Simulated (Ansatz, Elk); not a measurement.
# How far do independent atoms describe CrRh2S4?, part 2 of 2

The structure of CrRh2S4 used here is made up (a known structure type with other elements) and was relaxed beforehand with PBE. The aim is the Fourier transform of its all-electron density, F(hkl), set beside the sum over free spherical atoms that refinements use.

Elk 11.2.3 (patched build); all-electron DFT.

So far: The structure; Ground state and structure factors; The magnetisation density; The highest occupied states alone.

The structure was built from a prototype and need not be the compound's stable phase.

## Step 5: Another functional

Level of this step: DFT, LDA (Perdew-Wang), all-electron APW+lo, Dirac cores, scalar-relativistic bands, static density, ferromagnetic start (Elk).

The difference from free atoms is small, so it is set against the change that LDA (Perdew-Wang) makes.

File elk.in:

```
tasks
  0
  195
  196

xctype
  3

spinpol
  .true.

rgkmax
  7.0

gmaxvr
  14.0

lmaxo
  7

lmaxapw
  8

swidth
  0.002

tshift
  .false.

ramdisk
  .false.

hmaxvr
  5.5

maxscl
  120

epspot
  1e-06

reducebf
  0.8

sppath
  './'

avec
  11.60943618250 -3.29570909896 0.07850119667
  11.60943618250 3.29570909896 0.07850119667
  -5.81976396887 0.00000000000 10.16307213455

atoms
  3
  'Rh.in'
  2
  0.2654728092 0.2654728092 0.2813574545   0.000000 0.000000 0.000000
  0.7345271908 0.7345271908 0.7186425455   0.000000 0.000000 0.000000
  'Cr.in'
  1
  0.0000000000 0.0000000000 -0.0000000000   0.000000 0.000000 -0.130000
  'S.in'
  4
  0.1290215333 0.1290215333 0.4477828262   0.000000 0.000000 0.000000
  0.8709784667 0.8709784667 0.5522171738   0.000000 0.000000 0.000000
  0.3697398563 0.3697398563 0.0293808612   0.000000 0.000000 0.000000
  0.6302601437 0.6302601437 0.9706191388   0.000000 0.000000 0.000000

ngridk
  6 6 4
```

Command:

```
$ OMP_NUM_THREADS=4 elk
```

Numbers of over 12 decimals in the logs are rounded to 6 here.

Log:

```text
┌─────────────────────────┐
│ Elk code version 11.2.3 │
└─────────────────────────┘

All units are atomic (Hartree, Bohr, etc.)

┌─────────────────────────────────────────────────┐
│ Ground-state run starting from atomic densities │
└─────────────────────────────────────────────────┘

Lattice vectors :
   11.60943618      -3.295709099      0.7850119667E-01
   11.60943618       3.295709099      0.7850119667E-01
  -5.819763969       0.000000000       10.16307213

Reciprocal lattice vectors :
[...]
error                       :   0.4722941812E-02

Moments :
 interstitial                :   0.1579615768
 muffin-tins
  species : 1 (Rh)
[...]
species : 2 (Cr)
[...]
species : 3 (S)
[...]
atom 3                    :  -0.1413919670E-01
   atom 4                    :  -0.1413919670E-01
 total in muffin-tins        :    2.344343020
 total moment                :    2.502304597

┌──────────────────────────────┐
│ Self-consistent loop stopped │
└──────────────────────────────┘

Warning : core states of species 3 leak from the muffin-tin :   0.2787123245E-03

Wrote STATE.OUT
[key lines of the parts left out:]
total energy                :     -12202.424849721
```

The job ended after 8.4 min (4 threads of Arm Neoverse V1, shared host; peak memory 0.35 GiB).

Against the first run R = 0.06 %; the largest change is -0.078 at 4 0 -2. The moment goes from 3.03 to 2.50 μB.

## Step 6: Basis size

The basis and the expansions that go with it are enlarged, to see whether the differences are converged.

Edit elk.in of step 5 so:

```diff
@@ -6,3 +6,3 @@
 xctype
-  3
+  20
 
@@ -12,12 +12,12 @@
 rgkmax
-  7.0
+  8.5
 
 gmaxvr
-  14.0
+  18.0
 
 lmaxo
-  7
+  9
 
 lmaxapw
-  8
+  10
```

Command:

```
$ OMP_NUM_THREADS=4 elk
```

Log:

```text
┌─────────────────────────┐
│ Elk code version 11.2.3 │
└─────────────────────────┘

All units are atomic (Hartree, Bohr, etc.)

┌─────────────────────────────────────────────────┐
│ Ground-state run starting from atomic densities │
└─────────────────────────────────────────────────┘

Lattice vectors :
   11.60943618      -3.295709099      0.7850119667E-01
   11.60943618       3.295709099      0.7850119667E-01
  -5.819763969       0.000000000       10.16307213

Reciprocal lattice vectors :
[...]
Moments :
 interstitial                :   0.1884175871
 muffin-tins
  species : 1 (Rh)
[...]
species : 2 (Cr)
[...]
species : 3 (S)
[...]
atom 3                    :  -0.1442265951E-01
   atom 4                    :  -0.1442265951E-01
 total in muffin-tins        :    2.195499573
 total moment                :    2.383917160

RMS change in Kohn-Sham potential (target) :   0.3826499509     (  0.1000000000E-05)
Absolute change in total energy (target)   :    4.111330844     (  0.1000000000E-03)

┌─────────────────┐
│ Loop number : 7 │
└─────────────────┘
[key lines of the parts left out:]
total energy                :     -12222.551243486
```

Elapsed: 8 min, on 4 threads; peak memory 1.1 GiB.

The run was cut off at its time limit.

## Step 7: With a Hubbard U

A Hubbard U is put on the d shell, to see how far it moves the factors.

Edit elk.in of step 6 so:

```diff
@@ -12,12 +12,12 @@
 rgkmax
-  8.5
+  7.0
 
 gmaxvr
-  18.0
+  14.0
 
 lmaxo
-  9
+  7
 
 lmaxapw
-  10
+  8
 
@@ -70 +70,5 @@
   6 6 4
+
+dft+u
+  1 1
+  2 2 0.128623 0.000000
```

Command:

```
$ OMP_NUM_THREADS=4 elk
```

Log:

```text
┌─────────────────────────┐
│ Elk code version 11.2.3 │
└─────────────────────────┘

All units are atomic (Hartree, Bohr, etc.)

┌─────────────────────────────────────────────────┐
│ Ground-state run starting from atomic densities │
└─────────────────────────────────────────────────┘

Lattice vectors :
   11.60943618      -3.295709099      0.7850119667E-01
   11.60943618       3.295709099      0.7850119667E-01
  -5.819763969       0.000000000       10.16307213

Reciprocal lattice vectors :
[...]
Moments :
 interstitial                :   0.2905953772E-01
 muffin-tins
  species : 1 (Rh)
[...]
species : 2 (Cr)
[...]
species : 3 (S)
[...]
atom 3                    :  -0.3122341542E-01
   atom 4                    :  -0.3122341542E-01
 total in muffin-tins        :  -0.1457975654
 total moment                :  -0.1167380277

RMS change in Kohn-Sham potential (target) :    1.780283778     (  0.1000000000E-05)
Absolute change in total energy (target)   :    5.082683730     (  0.1000000000E-03)

┌─────────────────┐
│ Loop number : 6 │
└─────────────────┘
[key lines of the parts left out:]
total energy                :     -12207.213083947
```

Elapsed: 4.8 min, on 4 threads; peak memory 0.61 GiB.

The run was cut off at its time limit.

## Step 8: Settings against the effect

```csv
run,R against the first run (%),"R against neutral atoms, low angle (%)",wall time
"PBE, rgkmax 7",0.00,0.72,17 min
LDA (Perdew-Wang),0.06,0.73,8.4 min
```

## Step 9: Summary of results

```json
{"R against neutral atoms, sin θ/λ < 0.3 Å⁻¹": "0.72 %", "R against neutral atoms, 0.3 to 0.50 Å⁻¹": "0.43 %"}
```

In words: Independent neutral atoms miss the calculated amplitudes by R = 0.72 % below 0.3 Å⁻¹ and 0.43 % from there to 0.50 Å⁻¹; by shells, 0.18 % below 0.15 Å⁻¹ (3 forms), 0.75 % 0.15 to 0.3 (31 forms), 0.49 % 0.3 to 0.45 (78 forms), 0.32 % above 0.45 (37 forms). Bonding, aspherical density and the tables' own atoms all enter these figures, and the runs don't part them. The largest change of an amplitude is -0.85 electrons, at 400. The magnetic order is that of the start. No other order was tried here, and an antiferromagnetic one would change or move the magnetic intensity. The window's part falls from 40.0 electrons at the origin to at most 0.75 between 0.45 and 0.50 Å⁻¹. Below 0.3 Å⁻¹ the changes that finished (LDA (Perdew-Wang)) move F by R = 0.05 % at most, against the 0.72 % that separates it from free atoms. The magnetic factors move by R = 12.1 % (LDA (Perdew-Wang)), so they aren't settled to better than that. The basis has no finished test. The k-mesh has no finished test. Part of the difference isn't bonding: the tables are fits to free atoms and ions calculated by other methods than this functional. Thermal motion, anomalous dispersion and extinction are left out.

[Logs are printed without paths, hosts, clocks, repeated set-up lines and the standing remarks that a program may print on its own settings, such as how far it seeks lower states.]

[Hosts, paths, dates, database ids (printed as entryN), source tags and the programs' standing remarks are cut or masked in the printed files.]
